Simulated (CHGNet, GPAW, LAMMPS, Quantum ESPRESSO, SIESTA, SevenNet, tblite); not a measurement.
**A faulty GPAW run on amorphous Ge (75 atoms)**

Program: GPAW 26.7.0, a calculation on a cell of 75 Ge, 23.8 Å³ an atom.

The input, run.py:

```python
import numpy as np
from ase.io import read
from gpaw import GPAW, FermiDirac

atoms = read("structure.xyz")
atoms.calc = GPAW(
    mode="lcao",
    basis="dzp",
    h=0.45,
    xc="PBE",
    kpts={"size": (1, 1, 1), "gamma": True},
    occupations=FermiDirac(0.05),
    maxiter=60,
    symmetry={"point_group": False},
    txt="gpaw.txt",
)
energy = atoms.get_potential_energy(force_consistent=True)
forces = atoms.get_forces()
print(f"energy {energy:.6f} eV")
print("forces (eV/A)")
for i, (a, f) in enumerate(zip(atoms, forces)):
    print(f"{i:4d} {a.symbol:2s} {f[0]:10.5f} {f[1]:10.5f} {f[2]:10.5f}")
print(f"Fermi level {atoms.calc.get_fermi_level():.4f} eV")
for k in range(len(atoms.calc.get_ibz_k_points())):
    for s in range(atoms.calc.get_number_of_spins()):
        e = atoms.calc.get_eigenvalues(kpt=k, spin=s)
        n = np.searchsorted(e, atoms.calc.get_fermi_level())
        print(f"k {k} spin {s} levels about the Fermi level:", np.round(e[max(n - 6, 0):n], 4).tolist(), "|", np.round(e[n:n + 6], 4).tolist())
```

The input, structure.xyz:

```xyz
75
Lattice="12.12210 0.00000 0.00000 0.00000 12.12210 0.00000 0.00000 0.00000 12.12210" Properties=species:S:1:pos:R:3 pbc="T T T"
Ge 9.53803 9.85102 3.09441
Ge 10.96832 2.89597 5.63896
Ge 7.95028 0.98735 11.11063
Ge 10.24669 12.03906 1.45441
Ge 8.70767 1.67952 7.73960
Ge 3.80755 5.46937 0.99316
Ge 8.81083 11.13088 9.84024
Ge 6.74498 7.44212 5.29954
Ge 5.04061 0.64005 0.94237
Ge 7.58504 1.50363 3.66451
[... 61 atom lines left out ...]
Ge 5.56477 8.55214 1.68218
Ge 5.21408 9.66071 10.27275
Ge 7.60298 4.13339 3.80101
Ge 9.46615 4.79926 5.77885
```

Launch:

```bash
$ OMP_NUM_THREADS=1 python run.py > output.txt
```

What it wrote:

```text
energy -254.888949 eV
forces (eV/A)
   0 Ge    0.44392    0.90893   -0.90769
   1 Ge   -0.10205    1.28044   -0.70937
   2 Ge   -0.83995   -0.08903   -0.65703
   3 Ge    0.78426   -0.36209   -1.52146
   4 Ge   -0.78479   -0.02009    1.55884
   5 Ge    0.45464    0.98196   -1.34270
   6 Ge   -0.72186    0.18363    0.16922
   7 Ge    1.16503   -0.47144   -0.97515
   8 Ge    0.65958   -0.29104   -0.36882
   9 Ge    0.12374    0.45260   -0.30384
  10 Ge   -1.14276   -1.47601   -0.79451
  11 Ge    0.04750    2.01877   -0.42187
  12 Ge   -0.38397    0.06831    0.29584
  13 Ge    0.33162    0.16877    0.67456
  14 Ge    1.04940    0.64136   -1.85890
  15 Ge   -0.03764   -0.18242   -0.95554
  16 Ge    0.11385    0.39271   -1.18521
  17 Ge    0.99261    0.30106   -1.03600
  18 Ge   -0.65235   -0.19955    0.00586
  19 Ge    0.82577    0.18368   -1.00616
  20 Ge   -1.20598    0.50520    1.07481
  21 Ge    1.44330    0.94933    0.21869
  22 Ge    0.81692   -0.10917    2.05646
  23 Ge   -0.63186    0.18824    0.91154
[...]
67 Ge    1.36046   -0.37125    0.01621
  68 Ge   -0.71218    0.47783    1.84303
  69 Ge    1.44725   -0.05032    0.69012
  70 Ge   -0.74202    0.76584    0.57144
  71 Ge    0.59037    1.16528    0.94452
  72 Ge    0.08150   -0.70155   -0.20794
  73 Ge    1.11039    0.07810    0.42211
  74 Ge   -0.77902   -0.94409   -0.96126
Fermi level 5.3315 eV
k 0 spin 0 levels about the Fermi level: [4.8512, 4.9643, 5.0644, 5.1348, 5.1723, 5.2719] | [5.4053, 5.4509, 5.5257, 5.5963, 5.6329, 5.7606]
```

gpaw.txt:

```text
Input parameters:
  mode=LCAO(),
  basis={'default': 'dzp'},
  h=0.45,
  kpts=MonkhorstPack(size=(1, 1, 1), gamma=True),
  maxiter=60,
  occupations=Occupations(name='fermi-dirac', width=0.05, fixmagmom=False),
  symmetry=Symmetry(point_group=False),
  xc=XC(name='PBE')
Unit cell  # Å
| periodic |         x |         y |         z |   lengths |    angles |
|----------|-----------|-----------|-----------|-----------|-----------|
|      yes | 12.122100 |  0.000000 |  0.000000 | 12.122100 | 90.000000 |
[... lines left out ...]
  Fermi-Dirac:
[... lines left out ...]
convergence criteria:
- Maximum [total energy] change in last 3 cyles: 0.0005 eV / valence electron
[... lines left out ...]
Converged in 17 steps
SCF loop duration: 49.735 s (2.926 s/step)
Energy contributions relative to reference atoms: (reference = -4282322.838938)
Energy contributions:
  Kinetic:        1011.199290
  Coulomb:        -777.490673
  Zero:            -88.172104
  External:          0.000000
  Xc:             -400.249487
  Entropy:          -0.175975
  Spinorbit:         0.000000
  ----------------------------
  Free energy:    -254.888949
  Extrapolated:   -254.800961
dipole moment: (29.190313, -36.001976, -19.039317)  # |e|*Ang
Fermi level: 5.331
Eigenvalues  # (at kpt = [0.000, 0.000, 0.000])
| band index |      eig [eV] | occ [0-2] |
|------------|---------------|-----------|
|          0 |        -7.218 |     2.000 |
|        ... |               |           |
|        142 |         4.767 |     2.000 |
|        143 |         4.773 |     2.000 |
[...]
|        157 |         5.974 |     0.000 |
|        ... |               |           |
|        183 |         7.591 |     0.000 |
Gap: 0.133 eV
Transition (v -> c):
  (s=0, k=0, n=149, [0.00, 0.00, 0.00]) -> (s=0, k=0, n=150, [0.00, 0.00, 0.00])
No difference between direct/indirect transitions
Force computation time: 5.392  # s
timing:  # [seconds]
  Total:  60.025  # ━━━━━━━━━━━━━━━━━━━━━━━━━━━━━━━━━━━━━━━━━━━━━━━━━━━━━━━━━
  Init:    4.871  # ━━━━╸
  SCF:    49.735  # ━━━━━━━━━━━━━━━━━━━━━━━━━━━━━━━━━━━━━━━━━━━━━━━
  Forces:  5.393  # ━━━━━
```

Run time: 61 s. Hardware: 1 thread of Arm Neoverse V2, shared host; peak memory 0.36 GiB.

Banners, paths, timers and routine set-up lines are dropped from the logs unmarked, and long logs keep their key lines alone; longer cuts are marked.

Against a plane-wave PBE reference and this program's sound run:

* r.m.s. difference of force components: 601.7 meV/Å
* longest difference of force vectors: 1450 meV/Å
* force difference over r.m.s. force: 109.4 %
* slope of forces against the reference's: 1.092
* energy less the same-level run's: 684.8 meV/atom
* r.m.s. force difference from the same-level run: 599.9 meV/Å

Why should this run not be trusted?

A grid far too coarse: grid spacing 0.45 Å. The sound run has grid spacing 0.2 Å.

The run converged all the same, so the exit status doesn't show the fault.

[Also dropped from logs without a mark: logging warnings of Python, and SIESTA's first energy breakdown and zero terms.]

[Logs are printed without paths, hosts, clocks, repeated set-up lines and the standing remarks that a program may print on its own settings, such as how far it seeks lower states.]

[Hosts, paths, dates, database ids (printed as entryN), source tags and the programs' standing remarks are cut or masked in the printed files.]
